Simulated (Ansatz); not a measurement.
## GeBr2 (model cell, started as CdI2 type): phonons and vibrational spectra

How does GeBr2 (model cell, started as CdI2 type) vibrate, and is this structure a minimum?

Method: DFT PBEsol, scalar-relativistic, plane waves, PAW, in Ansatz 0.2.0.

The structure was built from a prototype and need not be the compound's stable phase.

### Step 1. Starting point

It takes space group P-3m1 (No. 164, trigonal). The conventional cell has a = 4.147 Å, b = 4.147 Å, c = 6.718 Å, α = 90.00°, β = 90.00°, γ = 120.00°. Nearest to Ge lie 6 Br at 2.92 Å. Nearest to Br lie 3 Ge at 2.92 Å. Farther neighbours and most contacts between anions are not listed.

Structure file:

```cif
data_structure
_symmetry_space_group_name_H-M 'P-3m1'
_symmetry_Int_Tables_number 164
_cell_length_a 4.1470
_cell_length_b 4.1470
_cell_length_c 6.7181
_cell_angle_alpha 90.000
_cell_angle_beta 90.000
_cell_angle_gamma 120.000
_cell_volume 100.06
loop_
_atom_site_label
_atom_site_type_symbol
_atom_site_symmetry_multiplicity
_atom_site_Wyckoff_symbol
_atom_site_fract_x
_atom_site_fract_y
_atom_site_fract_z
_atom_site_occupancy
Ge1 Ge 1 a 0.00000 0.00000 0.00000 1
Br1 Br 2 d 0.33333 0.66667 0.25000 1
```

### Step 2. Coarse relaxation

The start is far from rest, so a relaxation with loose tolerances brings it close first.

File input.yaml:

```yaml
crystal:
  lattice:
    - [4.147, 0.0, 0.0]
    - [-2.0735, 3.59141, 0.0]
    - [0.0, 0.0, 6.71814]
  atoms:
    - { symbol: Ge, position: [0.0, 0.0, 0.0] }
    - { symbol: Br, position: [0.333333, 0.666667, 0.25] }
    - { symbol: Br, position: [0.666667, 0.333333, 0.75] }
kpoints:
  mp_grid: { grid: [6, 6, 4] }
hamiltonian:
  xc: pbesol
scf:
  occupations: { method: gaussian, width: 0.1 }
output:
  forces: true
  stress: true
  eigenvalues: true
relax:
  adjacent_minimum: "off"
  f_tol: 0.05
  max_steps: 80
  cell: { stress_tol: 0.5 }
```

Launch:

```bash
> ansatz run input.yaml --threads 4 --pin off --max-ram 7168MiB --backend cpu --events-out ev --progress --plain --runs-dir out
```

Numbers of over 12 decimals in the logs are rounded to 6 here.

What it wrote:

```text
[...]
F+E_penalty+E_count = -9728.11846015 eV   max|allowed force component| = 1.170e-2 eV/Å   (the final SCF, on the basis selected at the relaxed cell)
  cell:  # Å, volume = 92.2122 Å³
    - [4.002846, 0.0, 0.0]
    - [-2.001423, 3.466566, 0]
    - [0.0, 0, 6.645387]
  atoms:
    - { symbol: Ge, position: [0, 0, 0.0] }
    - { symbol: Br, position: [0.333333, 0.666667, 0.238446] }
    - { symbol: Br, position: [0.666667, 0.333333, 0.761554] }
[key lines of the parts left out:]
SCF converged after 5 iterations
Free energy (F): -9728.118460 eV
Fermi energy:    4.088376 eV
P = ⅓ Tr σ = -0.2558 GPa (-2.558 kbar)
```

The job ended after 5.4 s (4 threads of Arm Neoverse N1, shared host; peak memory 0.4 GiB; 19 s of CPU time).

Step by step:

| step | energy less that of the first step (eV) | largest force component (eV/Å) | pressure (GPa) | volume (Å³) |
| --- | --- | --- | --- | --- |
| 1 | 0.0000 | 0.6560 | -3.77 | 100.06 |
| 2 | -0.1435 | 0.2151 | 0.22 | 94.83 |
| 3 | -0.1630 | 0.0116 | -0.26 | 92.21 |
| 4* | -0.1621 | 0.0117 | -0.26 | 92.21 |

Relaxation steps marked * repeat the geometry before them on a plane-wave basis chosen anew for their cell, so energy and pressure can jump there.

Forces are held to the 12 operations that the run works with; a distortion that breaks them can't arise in this run.

| conventional cell, symmetrised | before | after | change |
| --- | --- | --- | --- |
| a (Å) | 4.147 | 4.003 | -3.5 % |
| b (Å) | 4.147 | 4.003 | -3.5 % |
| c (Å) | 6.718 | 6.645 | -1.1 % |
| volume (Å³/atom) | 33.35 | 30.74 | -7.8 % |

The atoms that moved most (Å, as changes of fractional coordinates times the final cell):

| atom | dx | dy | dz | length |
| --- | --- | --- | --- | --- |
| Br3 | 0.000 | 0.000 | 0.077 | 0.077 |
| Br2 | 0.000 | 0.000 | -0.077 | 0.077 |

Final coordinates:

```cif
data_structure
_symmetry_space_group_name_H-M 'P 1'
_symmetry_Int_Tables_number 1
_cell_length_a 4.0028
_cell_length_b 4.0028
_cell_length_c 6.6454
_cell_angle_alpha 90.000
_cell_angle_beta 90.000
_cell_angle_gamma 120.000
_cell_volume 92.21
loop_
_atom_site_label
_atom_site_type_symbol
_atom_site_fract_x
_atom_site_fract_y
_atom_site_fract_z
_atom_site_occupancy
Ge1 Ge 0.00000 0.00000 0.00000 1
Br2 Br 0.33333 0.66667 0.23845 1
Br3 Br 0.66667 0.33333 0.76155 1
```

Numbers from this step:

| Item | Value |
| --- | --- |
| pressure | -0.2558 GPa |
| gap on the k-mesh | 2.052 eV |
| volume per atom | 30.74 Å³ |
| direct gap on mesh | 2.258 eV |

In this step the volume went from 33.35 to 30.74 Å³/atom.

### Step 3. Bringing the structure to rest

The cell and atoms are relaxed, since residual forces and stress would shift the frequencies.

File input.yaml:

```yaml
crystal:
  lattice:
    - [4.0028455013, 0.0, 0.0]
    - [-2.0014227506, 3.4665658915, 0.0]
    - [0.0, 0.0, 6.645386872]
  atoms:
    - { symbol: Ge, position: [0.0, 0.0, 0.0] }
    - { symbol: Br, position: [0.3333333333, 0.6666666667, 0.2384456151] }
    - { symbol: Br, position: [0.6666666667, 0.3333333333, 0.7615543849] }
kpoints:
  mp_grid: { grid: [9, 9, 4] }
hamiltonian:
  xc: pbesol
scf:
  occupations: { method: gaussian, width: 0.02 }
output:
  forces: true
  stress: true
  eigenvalues: true
  write_density: true
  write_potential: true
  elf: true
  volumetric_format: npy
relax:
  adjacent_minimum: "off"
  f_tol: 0.005
  max_steps: 80
  cell: { stress_tol: 0.05 }
```

What it wrote:

```text
[...]
Crystal: 3 atoms, lattice volume = 92.212 Å³
Basis set: ecut = 420 eV, 1799 PW (Γ), exchange–correlation on 54×54×90 points (8 copies of the dense FFT grid, shifted against one another)
Bands: 18, of which v1, the nominal top of the filled ones, is band 14 counted from 1 (13 counted from 0)
Symmetry: 12 space group operations
[...]
k-points: 43 of 324
[...]
SCF iter   1: F=—  HF=-9728.120330 eV  |F-HF|=—  |Δ(HF+E_count)|=         —  Δρ=1.35e-3  dr2=1.77e-3  ethr=1.77e-3  ⟨swp⟩=7.6  Hψ=4261  notcnv=0
[...]
SCF iter   7: F=-9728.119581 eV  HF=-9728.119581 eV  |F-HF|=2.16e-9  |Δ(HF+E_count)|=   1.30e-7  Δρ=2.53e-6  dr2=2.49e-8  ethr=3.57e-10  ⟨swp⟩=10.7  Hψ=5819  notcnv=0
SCF 1 converged in 7 iterations: F = -9728.119581 eV  dr2 = 2.49e-8
[...]
relax step   1: F+E_penalty+E_count = -9728.11958148 eV  Δ(F+E_penalty+E_count) = +0.000e0 eV  max|allowed force component| = 1.020e-2 eV/Å  Δτ_max = 0.0000 Å  P = -0.266 GPa  Ω = 92.212 Å³  (7 SCF iters, dr2 threshold 1.00e-7 eV, accepted)
Crystal: 3 atoms, lattice volume = 90.535 Å³
Basis set: ecut = 420 eV, 1763 PW (Γ), exchange–correlation on 54×54×90 points (8 copies of the dense FFT grid, shifted against one another)
[...]
SCF iter   6: F=-9728.121740 eV  HF=-9728.121740 eV  |F-HF|=2.38e-8  |Δ(HF+E_count)|=   8.49e-7  Δρ=4.71e-6  dr2=3.03e-8  ethr=1.07e-9  ⟨swp⟩=11.2  Hψ=6419  notcnv=0
SCF 2 converged in 6 iterations: F = -9728.121740 eV  dr2 = 3.03e-8
relax step   2: F+E_penalty+E_count = -9728.12174023 eV  Δ(F+E_penalty+E_count) = -2.159e-3 eV  max|allowed force component| = 2.199e-2 eV/Å  Δτ_max = 0.0268 Å  P = -0.143 GPa  Ω = 90.535 Å³  energy of the carried Pulay correction = +1.675e-4 eV  (6 SCF iters, dr2 threshold 3.00e-7 eV, accepted)
Crystal: 3 atoms, lattice volume = 89.926 Å³
[...]
SCF iter   5: F=-9728.121835 eV  HF=-9728.121835 eV  |F-HF|=8.06e-8  |Δ(HF+E_count)|=   1.04e-7  Δρ=6.50e-6  dr2=4.21e-8  ethr=4.14e-10  ⟨swp⟩=10.8  Hψ=6128  notcnv=0
SCF 3 converged in 5 iterations: F = -9728.121835 eV  dr2 = 4.21e-8
relax step   3: F+E_penalty+E_count = -9728.12183539 eV  Δ(F+E_penalty+E_count) = -9.515e-5 eV  max|allowed force component| = 2.977e-2 eV/Å  Δτ_max = 0.0021 Å  P = +0.144 GPa  Ω = 89.926 Å³  energy of the carried Pulay correction = +2.291e-4 eV  (5 SCF iters, dr2 threshold 1.16e-7 eV, accepted)
[...]
relax step   4: F+E_penalty+E_count = -9728.12209211 eV  Δ(F+E_penalty+E_count) = -2.567e-4 eV  max|allowed force component| = 3.559e-3 eV/Å  Δτ_max = 0.0052 Å  P = +0.007 GPa  Ω = 89.991 Å³  energy of the carried Pulay correction = +2.225e-4 eV  (4 SCF iters, dr2 threshold 7.35e-8 eV, accepted)
[...]
relax step   5: F+E_penalty+E_count = -9728.12231486 eV  Δ(F+E_penalty+E_count) = -2.228e-4 eV  max|allowed force component| = 1.672e-3 eV/Å  Δτ_max = 0.0072 Å  P = -0.010 GPa  Ω = 89.642 Å³  energy of the carried Pulay correction = +2.579e-4 eV  (6 SCF iters, dr2 threshold 6.66e-9 eV, accepted)
[...]
relax step   6: F+E_penalty+E_count = -9728.12245220 eV  Δ(F+E_penalty+E_count) = -1.373e-4 eV  max|allowed force component| = 6.607e-4 eV/Å  Δτ_max = 0.0112 Å  P = +0.001 GPa  Ω = 89.034 Å³  energy of the carried Pulay correction = +3.200e-4 eV  (8 SCF iters, accepted)
[...]
SCF iter   6: F=-9728.122105 eV  HF=-9728.122105 eV  |F-HF|=3.64e-12  |Δ(HF+E_count)|=  7.28e-12  Δρ=3.80e-8  dr2=1.43e-12  ethr=1.00e-12  ⟨swp⟩=5.7  Hψ=3414  notcnv=0
SCF 7 converged in 6 iterations: F = -9728.122105 eV  dr2 = 1.43e-12
relax step   7: F+E_penalty+E_count = -9728.12210534 eV  Δ(F+E_penalty+E_count) = +3.469e-4 eV  max|allowed force component| = 6.321e-4 eV/Å  Δτ_max = 0.0000 Å  P = +0.003 GPa  Ω = 89.034 Å³  stress off target by 6.78e-3 GPa  SCF on the basis re-selected at this cell (its energy is not comparable with the rows above)  (6 SCF iters)
[...]
SCF converged after 6 iterations
Free energy (F): -9728.122105 eV
[...]
Internal energy: -9728.122105 eV  (E = F + TS)
E sigma→0 (E₀):  -9728.122105 eV
Fermi energy:    4.466005 eV
[...]
--- Forces (eV/Å), atoms counted from 1 ---
  atom   1  Ge     0.00000000     0.00000000     0.00000000
  atom   2  Br    -0.00000000     0.00000000    -0.00063214
  atom   3  Br     0.00000000    -0.00000000     0.00063214
  max |Σ_I F_I| component: 1.85e-17 eV/Å
--- Stress (GPa, compression-positive) ---
        0.001595       0.000000       0.000000
        0.000000       0.001595       0.000000
        0.000000       0.000000       0.006783
  P = ⅓ Tr σ = 0.0033 GPa (0.033 kbar)
--- Band table (eV; the first three rows and the last of 43) ---
  k-point 0: bands = [... 10 lower, 1.9469, 1.9469, 2.0657, 2.3488, 5.7409, 6.9274, 6.9274, 10.5171]
  k-point 1: bands = [... 10 lower, 1.8407, 1.9968, 1.9968, 2.9952, 5.6267, 6.8751, 6.8751, 10.8852]
  k-point 2: bands = [... 10 lower, 1.8177, 2.0292, 2.0292, 3.3339, 5.5030, 6.8242, 6.8242, 11.1624]
  k-point 42: bands = [... 10 lower, -0.0581, 1.8841, 1.8841, 3.4289, 7.1238, 7.1238, 8.0199, 11.6249]
--- Relaxed structure (6 steps of the walk, 6 accepted, 1 SCFs on fresh bases) ---
[...]
cell:  # Å, volume = 89.0342 Å³
    - [3.973663, -2.8657035094023192e-11, 0]
    - [-1.986832, 3.441293, 3.530651159855038e-18]
    - [0, 6.768237962782736e-18, 6.510946]
  atoms:
    - { symbol: Ge, position: [0, 0, 0] }
    - { symbol: Br, position: [0.333333, 0.666667, 0.245699] }
    - { symbol: Br, position: [0.666667, 0.333333, 0.754301] }
```

Wall time 14 s (4 threads); peak memory 0.42 GiB; 53 s of CPU time.

Step by step:

| step | energy less that of the first step (eV) | largest force component (eV/Å) | pressure (GPa) | volume (Å³) |
| --- | --- | --- | --- | --- |
| 1 | 0.0000 | 0.0102 | -0.27 | 92.21 |
| 2 | -0.0022 | 0.0220 | -0.14 | 90.54 |
| 3 | -0.0023 | 0.0298 | 0.14 | 89.93 |
| 4 | -0.0025 | 0.0036 | 0.01 | 89.99 |
| 5 | -0.0027 | 0.0017 | -0.01 | 89.64 |
| 6 | -0.0029 | 0.0007 | 0.00 | 89.03 |
| 7* | -0.0025 | 0.0006 | 0.00 | 89.03 |

Relaxation steps marked * repeat the geometry before them on a plane-wave basis chosen anew for their cell, so energy and pressure can jump there.

Forces are held to the 12 operations that the run works with; a distortion that breaks them can't arise in this run.

| conventional cell, symmetrised | before | after | change |
| --- | --- | --- | --- |
| a (Å) | 4.003 | 3.974 | -0.7 % |
| b (Å) | 4.003 | 3.974 | -0.7 % |
| c (Å) | 6.645 | 6.511 | -2.0 % |
| volume (Å³/atom) | 30.74 | 29.68 | -3.4 % |

The atoms that moved most (Å, as changes of fractional coordinates times the final cell):

| atom | dx | dy | dz | length |
| --- | --- | --- | --- | --- |
| Br2 | 0.000 | 0.000 | 0.047 | 0.047 |
| Br3 | 0.000 | 0.000 | -0.047 | 0.047 |

Final coordinates:

```
Ge Br
1.0
     3.97366    0.00000    0.00000
    -1.98683    3.44129    0.00000
     0.00000    0.00000    6.51095
Ge Br
1 2
Direct
  0.00000 0.00000 0.00000
  0.33333 0.66667 0.24570
  0.66667 0.33333 0.75430
```

This step gave:

- pressure: 0.003324 GPa
- gap on the k-mesh: 2.074 eV
- volume per atom: 29.68 Å³
- direct gap on mesh: 2.169 eV

Valence density in the ac plane at fractional y = 0.333, with atoms of Br within 0.2 Å of it. It is the smooth field of the valence electrons, not physical close to the nuclei.

Ten even steps from '0' (0.0 e/Å³) to '9' (1.1 e/Å³), each cell a mean:
```
11111111111111
11111112343321
10001136898642
10001248989963
10001269624984
10001269624984
10000249989963
00000126899741
00000012344310
00000001111100
00000000000000
00000000000000
00000000000000
00110000000000
11211000000000
12222100000000
12332100000001
12322100000000
12221100000000
11221000000000
11211000000000
11111000000000
```
Columns run along a (4.0 Å), rows up along c (6.5 Å). Atoms in or near the plane, at fractional coordinates: Br at (0.67, 0.75).

Electrostatic potential energy in the ac plane at fractional y = 0.333, with atoms of Br within 0.2 Å of it. With pseudopotentials it is smooth inside the atoms' cores, unlike the true potential.

Ten even steps from '0' (-63 eV) to '9' (10 eV), each cell a mean:
```
99889999999999
99999999988999
99999997545789
99999985100379
99999972000158
99999972000058
99999984100379
99999997534689
99999999888999
99999999999999
99999999999999
99999999999999
99999999999999
99999999999999
99999999999999
99999999999999
99999999999999
99999999999999
99999999999999
99999999999999
99889999999999
98889999999999
```
Columns run along a (4.0 Å; values clipped at the 3rd and 97th percentile), rows up along c (6.5 Å). Atoms in or near the plane, at fractional coordinates: Br at (0.67, 0.75).

ELF in the ac plane at fractional y = 0.333, with atoms of Br within 0.2 Å of it. It is the smooth field of the valence electrons, not physical close to the nuclei.

Values, 22 rows by 14 columns, each cell a mean:
```
0.24 0.30 0.33 0.32 0.26 0.20 0.22 0.38 0.52 0.59 0.56 0.44 0.28 0.21
0.23 0.25 0.28 0.27 0.23 0.26 0.43 0.65 0.75 0.78 0.77 0.69 0.52 0.33
0.28 0.18 0.17 0.17 0.22 0.45 0.69 0.83 0.83 0.79 0.81 0.84 0.76 0.56
0.39 0.17 0.10 0.12 0.28 0.61 0.81 0.82 0.60 0.36 0.48 0.77 0.84 0.71
0.51 0.19 0.06 0.11 0.38 0.73 0.85 0.68 0.18 0.01 0.06 0.50 0.85 0.80
0.55 0.21 0.05 0.11 0.43 0.76 0.86 0.67 0.16 0.01 0.06 0.49 0.86 0.82
0.53 0.19 0.04 0.09 0.40 0.74 0.86 0.83 0.58 0.33 0.45 0.77 0.87 0.80
0.44 0.14 0.03 0.07 0.32 0.67 0.82 0.88 0.87 0.82 0.84 0.88 0.85 0.75
0.23 0.06 0.01 0.03 0.15 0.45 0.67 0.81 0.86 0.87 0.87 0.83 0.73 0.56
0.07 0.02 0.01 0.01 0.05 0.18 0.39 0.62 0.72 0.76 0.75 0.67 0.48 0.26
0.02 0.02 0.03 0.02 0.02 0.03 0.06 0.19 0.31 0.37 0.34 0.23 0.10 0.03
0.05 0.10 0.14 0.12 0.07 0.03 0.02 0.03 0.06 0.08 0.07 0.04 0.02 0.02
0.26 0.40 0.47 0.44 0.32 0.15 0.06 0.02 0.01 0.01 0.01 0.01 0.03 0.09
0.48 0.60 0.65 0.63 0.53 0.34 0.16 0.04 0.01 0.01 0.01 0.02 0.09 0.25
0.63 0.72 0.75 0.73 0.66 0.49 0.29 0.08 0.02 0.01 0.01 0.05 0.18 0.41
0.67 0.74 0.77 0.76 0.69 0.54 0.33 0.11 0.03 0.01 0.02 0.06 0.22 0.46
0.64 0.72 0.75 0.73 0.66 0.51 0.32 0.11 0.03 0.02 0.02 0.06 0.22 0.44
0.54 0.63 0.67 0.65 0.58 0.43 0.26 0.09 0.03 0.02 0.02 0.06 0.18 0.35
0.37 0.46 0.51 0.49 0.41 0.28 0.16 0.06 0.03 0.02 0.02 0.04 0.11 0.22
0.27 0.35 0.39 0.37 0.30 0.19 0.11 0.04 0.02 0.02 0.02 0.03 0.08 0.15
0.24 0.30 0.33 0.32 0.27 0.17 0.09 0.05 0.05 0.06 0.06 0.05 0.08 0.14
0.25 0.31 0.34 0.33 0.28 0.18 0.11 0.12 0.17 0.22 0.19 0.14 0.11 0.15
```
Columns run along a (4.0 Å), rows up along c (6.5 Å). Atoms in or near the plane, at fractional coordinates: Br at (0.67, 0.75).

In this step the volume went from 30.74 to 29.68 Å³/atom.

### Step 4. Relaxing to small forces for the phonons

Phonons need a cell at rest on their own settings, so the relaxation is repeated with tight tolerances on forces and stress on the k mesh and occupations of the first response run.

File input.yaml:

```yaml
crystal:
  lattice:
    - [3.9736631182, 0.0, 0.0]
    - [-1.9868315591, 3.4412932065, 0.0]
    - [0.0, 0.0, 6.5109458601]
  atoms:
    - { symbol: Ge, position: [0.0, 0.0, 0.0] }
    - { symbol: Br, position: [0.3333333333, 0.6666666667, 0.2456994198] }
    - { symbol: Br, position: [0.6666666667, 0.3333333333, 0.7543005802] }
kpoints:
  mp_grid: { grid: [9, 9, 4] }
hamiltonian:
  xc: pbesol
scf:
  occupations: { method: fixed }
output:
  forces: true
  stress: true
  eigenvalues: true
relax:
  adjacent_minimum: "off"
  f_tol: 0.001
  max_steps: 60
  cell: { stress_tol: 0.01 }
```

What it wrote:

```text
[...]
Crystal: 3 atoms, lattice volume = 89.034 Å³
Basis set: ecut = 420 eV, 1761 PW (Γ), exchange–correlation on 54×54×90 points (8 copies of the dense FFT grid, shifted against one another)
Bands: 18, of which v1, the nominal top of the filled ones, is band 14 counted from 1 (13 counted from 0)
Symmetry: 12 space group operations
[...]
k-points: 43 of 324
[...]
--- Relaxed structure (1 steps of the walk, 1 accepted, 1 SCFs on fresh bases) ---
[...]
cell:  # Å, volume = 89.0342 Å³
    - [3.973663, 0.0, 0.0]
    - [-1.986832, 3.441293, 0.0]
    - [0.0, 0.0, 6.5109458601]
  atoms:
    - { symbol: Ge, position: [0.0, 0.0, 0.0] }
    - { symbol: Br, position: [0.333333, 0.666667, 0.245699] }
    - { symbol: Br, position: [0.666667, 0.333333, 0.754301] }
[key lines of the parts left out:]
SCF converged after 8 iterations
Free energy (F): -9728.122105 eV
Fermi energy:    3.428922 eV
P = ⅓ Tr σ = 0.0033 GPa (0.033 kbar)
```

Wall time 4.2 s (4 threads); peak memory 0.4 GiB.

Little changed from the start: no atom moved by 0.005 Å and no cell edge by 0.1 %.

This step gave:

```yaml
pressure: 0.003325 GPa
```

The largest force component left is 0.63 meV/Å and the pressure is 0.003 GPa, within the tolerances set. The cell now holds 29.68 Å³/atom.

(Continued in part 2 of 3.)

[Logs are printed without paths, hosts, clocks, repeated set-up lines and the standing remarks that a program may print on its own settings, such as how far it seeks lower states.]

[Hosts, paths, dates, database ids (printed as entryN), source tags and the programs' standing remarks are cut or masked in the printed files.]
